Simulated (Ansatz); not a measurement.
# Ti3InC (Pm-3m): phonons and vibrational spectra

Aim: the vibrations of Ti3InC (Pm-3m), their spectra, and whether the structure is stable.

Method: DFT PBEsol, scalar-relativistic, plane waves, PAW; PAW set soft_1, in Ansatz 0.2.0.

This is a report of a sequence of runs, with most program output left out.

## 1. Starting point

The structure is cubic, space group Pm-3m (No. 221). Conventional cell: a = 4.236 Å, b = 4.236 Å, c = 4.236 Å, α = 90.00°, β = 90.00°, γ = 90.00°. Ti has 2 C at 2.12 Å and 4 In at 2.99 Å and 8 Ti at 2.99 Å nearest. In has 12 Ti at 2.99 Å nearest. C has 6 Ti at 2.12 Å nearest. Farther neighbours are not listed.

## 2. Bringing the structure to rest

Harmonic phonons are second derivatives at a point where the forces vanish, and they are wanted at zero stress, so atoms and cell are relaxed first.

The input, input.yaml:

```yaml
crystal:
  lattice:
    - [4.23556108, 0.0, 0.0]
    - [0.0, 4.23556108, 0.0]
    - [0.0, 0.0, 4.23556108]
  atoms:
    - { symbol: Ti, position: [0.5, 0.5, 0.0] }
    - { symbol: Ti, position: [0.5, 0.0, 0.5] }
    - { symbol: Ti, position: [0.0, 0.5, 0.5] }
    - { symbol: In, position: [0.0, 0.0, 0.0] }
    - { symbol: C, position: [0.5, 0.5, 0.5] }
kpoints:
  mp_grid: { grid: [8, 8, 8] }
hamiltonian:
  xc: pbesol
  pseudopotentials: { kind: paw, azcp: { folder: soft_1 }, xc_functional: pbe }
scf:
  occupations: { method: gaussian, width: 0.1 }
output:
  forces: true
  stress: true
  eigenvalues: true
relax:
  adjacent_minimum: "off"
  f_tol: 0.005
  max_steps: 80
  cell: { stress_tol: 0.05 }
```

Launch:

```sh
ansatz run input.yaml --threads 4 --pin off --max-ram 10240MiB --backend cpu --events-out ev --progress --plain --runs-dir out
```

Wall time 8.1 s (4 threads of Arm Neoverse V1, shared host); peak memory 0.44 GiB; 29 s of CPU time.

Step by step:

```
step  energy less that of the first step (eV)  largest force component (eV/Å)  pressure (GPa)  volume (Å³)
   1                                   0.0000                          0.0000           -3.96        75.99
   2                                  -0.0237                          0.0000            1.28        73.44
   3                                  -0.0257                          0.0000           -0.05        74.05
   4                                  -0.0257                          0.0000            0.00        74.02
  5*                                  -0.0249                          0.0000           -0.01        74.02
```

Relaxation steps marked * repeat the geometry before them on a plane-wave basis chosen anew for their cell, so energy and pressure can jump there.

Forces are held to the 48 operations that the run works with; a distortion that breaks them can't arise in this run.

```
conventional cell, symmetrised  before  after  change
                         a (Å)   4.236  4.199  -0.9 %
                         b (Å)   4.236  4.199  -0.9 %
                         c (Å)   4.236  4.199  -0.9 %
              volume (Å³/atom)   15.20  14.80  -2.6 %
```

Numbers from this step:

```
pressure          : -0.007488 GPa
volume per atom   : 14.80 Å³
gap on the k-mesh : 0 eV
```

In this step the volume went from 15.20 to 14.80 Å³/atom.

## 3. Tight relaxation

Phonons need a cell at rest on their own settings, so the relaxation is repeated with tight tolerances on forces and stress on the k mesh and occupations of the first response run.

input.yaml, the sections that differ from step 2:

```yaml
crystal:
  lattice:
    - [4.1987557268, 0.0, 0.0]
    - [0.0, 4.1987557268, 0.0]
    - [0.0, 0.0, 4.1987557268]
  atoms:
    - { symbol: Ti, position: [0.5, 0.5, 0.0] }
    - { symbol: Ti, position: [0.5, 0.0, 0.5] }
    - { symbol: Ti, position: [0.0, 0.5, 0.5] }
    - { symbol: In, position: [0.0, 0.0, 0.0] }
    - { symbol: C, position: [0.5, 0.5, 0.5] }
scf:
  occupations: { method: methfessel_paxton, width: 0.2 }
relax:
  adjacent_minimum: "off"
  f_tol: 0.001
  max_steps: 60
  cell: { stress_tol: 0.01 }
# kpoints, hamiltonian, output: as in step 2
```

Elapsed: 4.6 s, on 4 threads; peak memory 0.44 GiB; 17 s of CPU time.

Little changed from the start: no atom moved by 0.005 Å and no cell edge by 0.1 %.

This step gave:

```yaml
pressure: 0.008666 GPa
```

The forces vanish by symmetry and the pressure is 0.009 GPa, within the tolerances set. The cell now holds 14.80 Å³/atom.

## 4. Modes at Γ

The zone centre comes first: it holds the modes that light can see, as far as symmetry allows. No field response is asked, since the mesh shows no gap.

input.yaml, the sections that differ from step 3:

```yaml
crystal:
  lattice:
    - [4.1984094023, 0.0, 0.0]
    - [0.0, 4.1984094023, 0.0]
    - [0.0, 0.0, 4.1984094023]
  atoms:
    - { symbol: Ti, position: [0.5, 0.5, 0.0] }
    - { symbol: Ti, position: [0.5, 0.0, 0.5] }
    - { symbol: Ti, position: [0.0, 0.5, 0.5] }
    - { symbol: In, position: [0.0, 0.0, 0.0] }
    - { symbol: C, position: [0.5, 0.5, 0.5] }
output:
  eigenvalues: true
phonons:
  method: dfpt
# kpoints, hamiltonian, scf: as in step 3
# relax: removed
```

The job ended after 48 s (4 threads; peak memory 1.4 GiB).

This step gave:

```yaml
sum_rule_residual_before_enforcement: 3.49e-5 eV/Å²
point_group: m-3m
highest_optical_mode_at_the_zone_centre_no_lo_to_term: 661.7 cm⁻¹
lowest_optical_zone_centre_mode: 168.6 cm⁻¹
```

Patterns of degenerate modes are one choice out of their space. Modes at Γ, with each element's share of the kinetic energy:

```
mode  frequency (cm⁻¹)  symmetry  Ti %  In %  C %
   1               0.0  acoustic    53    42    4
   2               0.0  acoustic    53    42    4
   3               0.0  acoustic    53    42    4
   4             168.6       T1u    40    54    6
   5             168.6       T1u    40    54    6
   6             168.6       T1u    40    54    6
   7             241.5       T1u    86     4   11
   8             241.5       T1u    86     4   11
   9             241.5       T1u    86     4   11
  10             269.3       T2u   100     0    0
  11             269.3       T2u   100     0    0
  12             269.3       T2u   100     0    0
  13             661.7       T1u    21     0   79
  14             661.7       T1u    21     0   79
  15             661.7       T1u    21     0   79
```

Displacements in mode 4 (168.6 cm⁻¹), the largest set to 1:
```
Ti1 -0.16  0.06 -1.00
Ti2 -0.16  0.14 -0.44
Ti3 -0.37  0.06 -0.44
In4  0.33 -0.12  0.88
C5  -0.34  0.12 -0.90
```

Displacements in mode 15 (661.7 cm⁻¹), the largest set to 1:
```
Ti1  0.00  0.00 -0.26
Ti2  0.00  0.07  0.01
Ti3  0.00  0.00  0.01
In4  0.00  0.00 -0.01
C5   0.00 -0.28  1.00
```

Before it was imposed, the acoustic sum rule was missed by 3.5e-5 eV/Å². Small misses are needed for a sound result but don't prove that mesh and cutoff are converged. The lowest optical mode is real, 169 cm⁻¹.

## 5. Phonons on a q mesh

Stability and thermal properties need the whole zone. Linear response on a 4×4×4 q mesh gives force constants as far as a supercell of that size would.

input.yaml: that of step 4 with these lines changed.

```diff
@@ -22 +22,8 @@
   method: dfpt
+  qmesh: [4, 4, 4]
+  temperatures: { t_max: 1000, t_step: 50 }
+  qpath:
+    path:
+      - [[0.0, 0.0, 0.0], [0.0, 0.5, 0.0], [0.5, 0.5, 0.0], [0.0, 0.0, 0.0], [0.5, 0.5, 0.5], [0.0, 0.5, 0.0]]
+      - [[0.5, 0.5, 0.5], [0.5, 0.5, 0.0]]
+    npoints: 10
```

The job ended after 21 min (4 threads; peak memory 3.3 GiB; 81 min of CPU time).

This step gave:

- sum-rule residual before enforcement: 3.00e-5 eV/Å²
- lowest frequency on the path: 0 cm⁻¹
- highest frequency on the path or at a solved wavevector: 661.7 cm⁻¹
- mean frequency: 286.7 cm⁻¹
- Debye temperature (second moment): 634 K
- logarithmic mean frequency: 237.4 cm⁻¹
- lowest mode on the q mesh (acoustic modes at Γ apart): 73.67 cm⁻¹
- zero-point energy per atom: 53.31 meV
- heat capacity at 300 K: 20.78 J/(mol atoms K)
- vibrational entropy at 300 K: 24.11 J/(mol atoms K)
- edges of the widest gap between branches, on path and mesh: 387.2, 611.2 cm⁻¹

Frequencies (cm⁻¹) solved at each irreducible wavevector; negative means imaginary. Frequencies by wavevector, by row:

```
q in reciprocal lattice units  star  mode 1  mode 2  mode 3  mode 4  mode 13  mode 14  mode 15
                        0 0 0     1       0       0       0   168.6    661.7    661.7    661.7
                     0 0 0.25     6    73.7    73.7   107.4   167.7    646.7    657.8    657.8
                     0 0 -0.5     3     121     121   143.1   162.2    626.7    654.5    654.5
                  0 0.25 0.25    12    81.5    97.5   132.9   167.9    639.5    640.8      654
                  0 0.25 -0.5    12   100.9   122.5   128.3   159.6    617.8    634.2    649.3
                  0 -0.5 -0.5     3    95.5    95.5    98.1   137.7    611.2    611.2    646.1
               0.25 0.25 0.25     8    95.7    95.7   138.5   170.9    632.8    637.1    637.1
               0.25 0.25 -0.5    12   106.5   113.2   114.3   160.1    614.4    631.5    633.1
               0.25 -0.5 -0.5     6    99.5    99.5   121.7   122.6    612.2    612.2    631.9
               -0.5 -0.5 -0.5     1   106.2   106.2   106.2   145.7    615.4    615.4    615.4
```

Interpolated from a 4×4×4 q mesh. The phonon branches at the labelled points (cm⁻¹):

```
    point  branch 1  branch 2  branch 3  branch 4  branch 12  branch 13  branch 14  branch 15
        Γ         0         0         0       169        269        662        662        662
  halfway        74        74       107       168        282        647        658        658
        X       121       121       143       162        332        627        654        654
  halfway       101       122       128       160        338        618        634        649
        M        96        96        98       138        355        611        611        646
  halfway        82        98       133       168        291        640        641        654
        Γ         0         0         0       169        269        662        662        662
  halfway        96        96       138       171        301        633        637        637
        R       106       106       106       146        387        615        615        615
  halfway       106       113       114       160        344        614        632        633
        X       121       121       143       162        332        627        654        654
jump to R       106       106       106       146        387        615        615        615
  halfway       100       100       122       123        363        612        612        632
        M        96        96        98       138        355        611        611        646
```

Tetrahedra on a 16×16×16 mesh, mean over bins of 10 cm-1. Interpolated from a 4×4×4 q mesh. The phonon density of states by wavenumber; read off at these points:

wavenumber (cm⁻¹), phonon density of states (1/cm⁻¹/cell) and a bar:
```
        5     0.0000 
       35     0.0011 
       65     0.0056 ##
       95     0.0510 ################
      105     0.0621 ###################
      135     0.0492 ###############
      165     0.0542 #################
      175     0.0958 ##############################
      195     0.0329 ##########
      225     0.0611 ###################
      235     0.0897 ############################
      255     0.0808 #########################
      285     0.0192 ######
      315     0.0170 #####
      355     0.0095 ###
      385     0.0003 
      415     0.0000 
      445     0.0000 
      475     0.0000 
      505     0.0000 
      535     0.0000 
      575     0.0000 
      605     0.0000 
      635     0.0520 ################
      645     0.0711 ######################
      665     0.0019 #
```

The partial phonon density of states has structure finer than the step of the table below, so its rows give means over 25 cm⁻¹, whole bins alone (the curve runs from -10 to 692 cm⁻¹). Peaks (cm⁻¹: height): C 621.0: 0.0592, 647.4: 0.0577; In 109.1: 0.0444, 170.9: 0.0186; Ti 175.3: 0.0644, 237.1: 0.0753, 259.2: 0.0805, 647.4: 0.0123.

Phonopy on the run's constants, 13x13x13 mesh, Gaussian sigma 5.0 cm-1. Interpolated from a 4×4×4 q mesh. Partial phonon density of states against wavenumber; means over each step; values in 1/cm⁻¹/cell:

```
wavenumber (cm⁻¹)        C       In       Ti
               25   2.5e-5   2.7e-4   3.1e-4
               50   9.9e-5  0.00143  0.00144
               75   1.9e-4  0.00779  0.00589
              100   2.1e-4   0.0357   0.0166
              125   8.9e-5   0.0391   0.0114
              150   2.2e-4  0.00841   0.0178
              175  0.00228   0.0142   0.0547
              200   6.3e-4  0.00442   0.0347
              225  0.00243  0.00381   0.0551
              250  0.00311  0.00363   0.0683
              275  0.00212  0.00119   0.0316
              300  0.00125   1.2e-5   0.0186
              325   6.2e-4        0   0.0162
              350   2.9e-4        0   0.0119
              375   3.1e-5        0  0.00180
              400        0        0   4.0e-5
              425        0        0        0
              450        0        0        0
              475        0        0        0
              500        0        0        0
              525        0        0        0
              550        0        0        0
              575        0        0        0
              600  0.00766   2.9e-6   1.1e-4
              625   0.0521   1.2e-5  0.00365
              650   0.0447   9.6e-6  0.00932
              675  0.00202   5.2e-7   5.0e-4
```

Harmonic thermodynamic functions per atom, from the density of states. Interpolated from a 4×4×4 q mesh. Thermodynamic functions, by row:

```
T (K)  F_vib (meV/atom)  S (J/mol-atom/K)  C_V (J/mol-atom/K)
    0             53.31                 0                   0
   50             53.14             1.388               3.723
  100             51.22             6.272               10.79
  200             39.36             16.27               17.75
  300             18.27             24.11               20.78
  400            -10.06             30.32               22.31
  500             -44.2              35.4               23.16
  600            -83.16             39.67               23.66
  700            -126.2             43.34               23.98
  800            -172.8             46.56               24.19
  900            -222.6             49.42               24.34
 1000            -275.2             51.99               24.45
```

Harmonic mean-square displacement, third of the trace. Interpolated from a 4×4×4 q mesh. Mean square displacements, by row:

```
T (K)  Ti1 U_eq (Å²)  Ti2 U_eq (Å²)  Ti3 U_eq (Å²)  In4 U_eq (Å²)  C5 U_eq (Å²)
    0        0.00174        0.00174        0.00174        0.00122       0.00271
  100        0.00219        0.00219        0.00219        0.00191        0.0029
  300        0.00469        0.00469        0.00469        0.00484       0.00413
  600        0.00898        0.00898        0.00898         0.0095       0.00681
```

Symmetry leaves 10 wavevectors to solve. The lowest mode among them, the acoustic zeros apart, lies at q = (0, 0, 0.25) and is real, 73.7 cm⁻¹.

## 6. Another isotope, element C, natural mass 12.011 amu

An isotope changes the mass and not the force constants, so no new electronic calculation is needed; the shifts show which modes move this element.

The same force constants with the mass of C changed from 12.011 to 13.003 u (phonopy, no LO-TO term). Both lists are sorted by frequency; levels can cross, so a row need not hold one and the same mode. Modes under 3 cm⁻¹ are left out. Isotope shifts, by row, the first 40 of 57 rows:

```
       q  rank  natural mass (cm⁻¹)  changed mass (cm⁻¹)
   0 0 0     4                168.6                168.2
   0 0 0     5                168.6                168.2
   0 0 0     6                168.6                168.2
   0 0 0     7                241.5                240.4
   0 0 0     8                241.5                240.4
   0 0 0     9                241.5                240.4
   0 0 0    10                269.3                269.3
   0 0 0    11                269.3                269.3
   0 0 0    12                269.3                269.3
   0 0 0    13                661.7                641.5
   0 0 0    14                661.7                641.5
   0 0 0    15                661.7                641.5
0 0 0.25     1                73.67                73.57
0 0 0.25     2                73.67                73.57
0 0 0.25     3                107.4                107.3
0 0 0.25     4                167.7                167.2
0 0 0.25     5                167.7                167.2
0 0 0.25     6                189.3                189.3
0 0 0.25     7                237.8                236.9
0 0 0.25     8                237.8                236.9
0 0 0.25     9                247.3                247.3
0 0 0.25    10                254.8                254.8
0 0 0.25    11                254.8                254.8
0 0 0.25    12                281.6                280.3
0 0 0.25    13                646.7                624.8
0 0 0.25    14                657.8                637.6
0 0 0.25    15                657.8                637.6
0 0 -0.5     1                  121                  121
0 0 -0.5     2                  121                  121
0 0 -0.5     3                143.1                143.1
0 0 -0.5     4                162.2                161.4
0 0 -0.5     5                162.2                161.4
0 0 -0.5     6                181.1                181.1
0 0 -0.5     7                227.5                227.5
0 0 -0.5     8                228.7                228.7
0 0 -0.5     9                228.7                228.7
0 0 -0.5    10                239.6                238.7
0 0 -0.5    11                239.6                238.7
0 0 -0.5    12                331.6                331.6
0 0 -0.5    13                626.7                602.3
```

A mode of this element alone would shift by -3.89 %. The highest zone-centre frequency without the field goes from 661.7 to 641.5 cm⁻¹ (-3.1 %). The product of the frequency ratios over all optical modes at Γ is 0.893; the product rule, (m/m′)^(3k/2) (M′/M)^(3/2) with k = 1 such atoms and M the mass of the cell, gives 0.893.

## 7. Another isotope, element In, natural mass 114.818 amu

The same for In, from 114.82 to 112.90 u.

A mode of this element alone would shift by +0.84 %. The highest zone-centre frequency without the field goes from 661.7 to 661.7 cm⁻¹ (+0.0 %). The product of the frequency ratios over all optical modes at Γ is 1.015; the product rule, (m/m′)^(3k/2) (M′/M)^(3/2) with k = 1 such atoms and M the mass of the cell, gives 1.015.

## 8. Isotope substitution, element Ti, natural mass 47.867 amu

The same for Ti, from 47.87 to 49.94 u.

A mode of this element alone would shift by -2.10 %. The highest zone-centre frequency without the field goes from 661.7 to 658.9 cm⁻¹ (-0.4 %). The product of the frequency ratios over all optical modes at Γ is 0.855; the product rule, (m/m′)^(3k/2) (M′/M)^(3/2) with k = 3 such atoms and M the mass of the cell, gives 0.855.

## 9. Outcome

```yaml
space_group_after_relaxation_within_0p01_a: Pm-3m
volume_per_atom: 14.8 Å³
electronic_character: no gap on this mesh
highest_optical_mode_at_the_zone_centre_no_lo_to_term: 662 cm⁻¹
lowest_optical_zone_centre_mode: 169 cm⁻¹
lowest_mode_on_the_q_mesh_acoustic_modes_at_gamma_apart: 73.7 cm⁻¹
highest_frequency_on_the_path_or_at_a_solved_wavevector: 662 cm⁻¹
zero_point_energy_per_atom: 53.3 meV
heat_capacity_at_300_k: 20.8 J/(mol atoms K)
vibrational_entropy_at_300_k: 24.1 J/(mol atoms K)
debye_temperature_second_moment: 634 K
imaginary_modes_on_the_4x4x4_q_mesh: none
```

In words: The structure is a minimum as far as tested: no mode is imaginary at the 10 irreducible wavevectors of the 4×4×4 mesh, and the softest away from the acoustic zeros lies at 74 cm⁻¹. The optical modes at Γ span 169 to 662 cm⁻¹. The highest mode in this list at Γ, 661.7 cm⁻¹, is mostly motion of C (79 % of the kinetic energy). On the path and the mesh, the widest gap between branches runs from 387 to 611 cm⁻¹. With no gap, or one that is small against the smearing, the frequencies hang on the k mesh and the smearing, most of all near Kohn anomalies. The phonon runs are without spin polarisation, although the cell has an odd electron count. The PAW files were made for PBE and serve the other functionals too. These are harmonic frequencies at zero temperature: anharmonic shifts, linewidths and thermal expansion are left out.

[Logs are printed without paths, hosts, clocks, repeated set-up lines and the standing remarks that a program may print on its own settings, such as how far it seeks lower states.]

[Hosts, paths, dates, database ids (printed as entryN), source tags and the programs' standing remarks are cut or masked in the printed files.]
